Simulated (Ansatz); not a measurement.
# Lattice dynamics of InSe monolayer, part 2 of 2

How does InSe monolayer vibrate, and is this structure a minimum?

Ansatz 0.2.0; DFT PBEsol, scalar-relativistic, plane waves, PAW; PAW set soft_1.

So far. Step 3 (Relaxing to small forces for the phonons): The largest force component left is 0.17 meV/Å, within the tolerances set. Step 4 (Linear response at the zone centre): Before it was imposed, the acoustic sum rule was missed by 8.7e-5 eV/Å² and the charge sum rule by 0.0050 e. Small misses are needed for a sound result but don't prove that mesh and cutoff are converged. The lowest optical mode is real, 36.3 cm⁻¹.

## Step 5: The dispersion (continued)

The partial phonon density of states has structure finer than the step of the table below, so its rows give means over 10 cm⁻¹, whole bins alone (the curve runs from -21.2 to 243 cm⁻¹). Peaks (cm⁻¹: height): In 45.3: 0.102, 61.9: 0.0663, 85.2: 0.0642, 121.8: 0.0206, 173.4: 0.0963, 191.7: 0.0892, 221.6: 0.0981; Se 48.6: 0.0498, 85.2: 0.0566, 121.8: 0.0311, 173.4: 0.190, 191.7: 0.118, 221.6: 0.0537.

Phonopy on the run's constants, 17x17x1 mesh, Gaussian sigma 2.0 cm-1. Interpolated from a 3×3×1 q mesh. Table of partial phonon density of states by wavenumber; means over each step; values in 1/cm⁻¹/cell:

```csv
wavenumber (cm⁻¹),In,Se
-10,0.00356,0.00248
0,0.00294,0.00201
10,0.00483,0.00325
20,0.0107,0.00691
30,0.0183,0.0107
40,0.0597,0.0276
50,0.0686,0.0404
60,0.0529,0.0353
70,0.0339,0.0159
80,0.0327,0.0209
90,0.0240,0.0222
100,0.00578,0.0140
110,0.00786,0.0159
120,0.0155,0.0238
130,0.00747,0.00968
140,3.6e-5,4.2e-5
150,0,0
160,7.5e-5,1.3e-4
170,0.0513,0.100
180,0.0545,0.0997
190,0.0679,0.0948
200,0.0132,0.0178
210,8.6e-5,4.6e-5
220,0.0531,0.0294
230,0.0108,0.00657
```

Symmetry leaves 3 wavevectors to solve. The lowest mode among them, the acoustic zeros apart, lies at Γ and is real, 36.3 cm⁻¹. Between them the interpolated path dips to 6i cm⁻¹.

## Step 6: Another isotope, element In, natural mass 114.818 amu

An isotope changes the mass and not the force constants, so no new electronic calculation is needed; the shifts show which modes move this element.

The same force constants with the mass of In changed from 114.818 to 112.904 u (phonopy, no LO-TO term). Both lists are sorted by frequency; levels can cross, so a row need not hold one and the same mode. Modes under 3 cm⁻¹ are left out. Isotope shifts, by row:

```csv
q,rank,natural mass (cm⁻¹),changed mass (cm⁻¹)
0 0 0,4,36.28,36.47
0 0 0,5,36.28,36.47
0 0 0,6,105.9,106.1
0 0 0,7,169.6,170.1
0 0 0,8,169.6,170.1
0 0 0,9,173.6,174.2
0 0 0,10,173.6,174.2
0 0 0,11,198.9,199.6
0 0 0,12,226.4,227.8
0 0.3333 0,1,38.64,38.87
0 0.3333 0,2,42.25,42.47
0 0.3333 0,3,57.99,58.32
0 0.3333 0,4,59.02,59.28
0 0.3333 0,5,85.52,85.93
0 0.3333 0,6,116,116.3
0 0.3333 0,7,171.1,171.6
0 0.3333 0,8,172.7,173.2
0 0.3333 0,9,175.2,175.7
0 0.3333 0,10,194.9,195.6
0 0.3333 0,11,195.1,195.9
0 0.3333 0,12,223,224.2
0.3333 0.3333 0,1,44.3,44.49
0.3333 0.3333 0,2,45.45,45.75
0.3333 0.3333 0,3,74.76,75.22
0.3333 0.3333 0,4,86.66,87.22
0.3333 0.3333 0,5,87.37,87.73
0.3333 0.3333 0,6,120.9,121.3
0.3333 0.3333 0,7,175.7,176
0.3333 0.3333 0,8,180.7,181.4
0.3333 0.3333 0,9,184.1,184.9
0.3333 0.3333 0,10,185,185.4
0.3333 0.3333 0,11,188.6,189.1
0.3333 0.3333 0,12,220.1,221.2
```

A mode of this element alone would shift by +0.84 %. The highest zone-centre frequency without the field goes from 226.4 to 227.8 cm⁻¹ (+0.6 %). The product of the frequency ratios over all optical modes at Γ is 1.036; the product rule, (m/m′)^(3k/2) (M′/M)^(3/2) with k = 2 such atoms and M the mass of the cell, gives 1.036.

## Step 7: Another isotope, element Se, natural mass 78.971 amu

The same for Se, from 78.97 to 81.92 u.

The same force constants with the mass of Se changed from 78.971 to 81.917 u (phonopy, no LO-TO term). Both lists are sorted by frequency; levels can cross, so a row need not hold one and the same mode. Modes under 3 cm⁻¹ are left out. Isotope shifts, by row:

| q | rank | natural mass (cm⁻¹) | changed mass (cm⁻¹) |
| --- | --- | --- | --- |
| 0 0 0 | 4 | 36.28 | 36.02 |
| 0 0 0 | 5 | 36.28 | 36.02 |
| 0 0 0 | 6 | 105.9 | 104.5 |
| 0 0 0 | 7 | 169.6 | 167.7 |
| 0 0 0 | 8 | 169.6 | 167.7 |
| 0 0 0 | 9 | 173.6 | 171.7 |
| 0 0 0 | 10 | 173.6 | 171.7 |
| 0 0 0 | 11 | 198.9 | 196.8 |
| 0 0 0 | 12 | 226.4 | 225.2 |
| 0 0.3333 0 | 1 | 38.64 | 38.42 |
| 0 0.3333 0 | 2 | 42.25 | 41.97 |
| 0 0.3333 0 | 3 | 57.99 | 57.64 |
| 0 0.3333 0 | 4 | 59.02 | 58.5 |
| 0 0.3333 0 | 5 | 85.52 | 84.84 |
| 0 0.3333 0 | 6 | 116 | 114.6 |
| 0 0.3333 0 | 7 | 171.1 | 169 |
| 0 0.3333 0 | 8 | 172.7 | 170.6 |
| 0 0.3333 0 | 9 | 175.2 | 173.1 |
| 0 0.3333 0 | 10 | 194.9 | 192.8 |
| 0 0.3333 0 | 11 | 195.1 | 193.3 |
| 0 0.3333 0 | 12 | 223 | 221.5 |
| 0.3333 0.3333 0 | 1 | 44.3 | 43.9 |
| 0.3333 0.3333 0 | 2 | 45.45 | 45.27 |
| 0.3333 0.3333 0 | 3 | 74.76 | 74.38 |
| 0.3333 0.3333 0 | 4 | 86.66 | 86.28 |
| 0.3333 0.3333 0 | 5 | 87.37 | 86.55 |
| 0.3333 0.3333 0 | 6 | 120.9 | 119.5 |
| 0.3333 0.3333 0 | 7 | 175.7 | 173.2 |
| 0.3333 0.3333 0 | 8 | 180.7 | 179.1 |
| 0.3333 0.3333 0 | 9 | 184.1 | 182.4 |
| 0.3333 0.3333 0 | 10 | 185 | 182.4 |
| 0.3333 0.3333 0 | 11 | 188.6 | 186.2 |
| 0.3333 0.3333 0 | 12 | 220.1 | 218.6 |

A mode of this element alone would shift by -1.81 %. The highest zone-centre frequency without the field goes from 226.4 to 225.2 cm⁻¹ (-0.5 %). The product of the frequency ratios over all optical modes at Γ is 0.916; the product rule, (m/m′)^(3k/2) (M′/M)^(3/2) with k = 2 such atoms and M the mass of the cell, gives 0.916.

## Step 8: Results

```yaml
space_group_after_relaxation_within_0p01_a: P-6m2
area_per_atom: 3.46 Å²
gap_on_the_k_mesh: 1.65 eV
highest_optical_mode_at_the_zone_centre_no_lo_to_term: 226 cm⁻¹
lowest_optical_zone_centre_mode: 36.3 cm⁻¹
largest_born_charge_third_of_the_trace: 1.64 e
lowest_mode_on_the_q_mesh_acoustic_modes_at_gamma_apart: 36.3 cm⁻¹
highest_frequency_on_the_path_or_at_a_solved_wavevector: 226 cm⁻¹
imaginary_modes_on_the_3x3x1_q_mesh: none
```

No mode is imaginary at the 3 irreducible wavevectors solved, but between them the interpolated path dips to 6.2i cm⁻¹, so stability is not settled. Without the field, the optical modes at Γ span 36 to 226 cm⁻¹. The highest mode in this list at Γ, 226.4 cm⁻¹, has its largest share on In (70 % of the kinetic energy). The strongest infrared line is at 174 cm⁻¹. Averaged over orientations, the strongest Raman line at 532 nm and 300 K is at 106 cm⁻¹. The tensors are the static, non-resonant ones, while 532 nm light (2.33 eV) lies above the computed gap. In a sheet or slab the interpolated bending branch near Γ is rough, since the rotational sum rule isn't imposed. Dielectric tensors refer to the cell with its vacuum. The PAW files were made for PBE and serve the other functionals too. The starting cell was built on a prototype and not taken from a measurement. These are harmonic frequencies at zero temperature: anharmonic shifts, linewidths and thermal expansion are left out.

[Logs are printed without paths, hosts, clocks, repeated set-up lines and the standing remarks that a program may print on its own settings, such as how far it seeks lower states.]

[Hosts, paths, dates, database ids (printed as entryN), source tags and the programs' standing remarks are cut or masked in the printed files.]
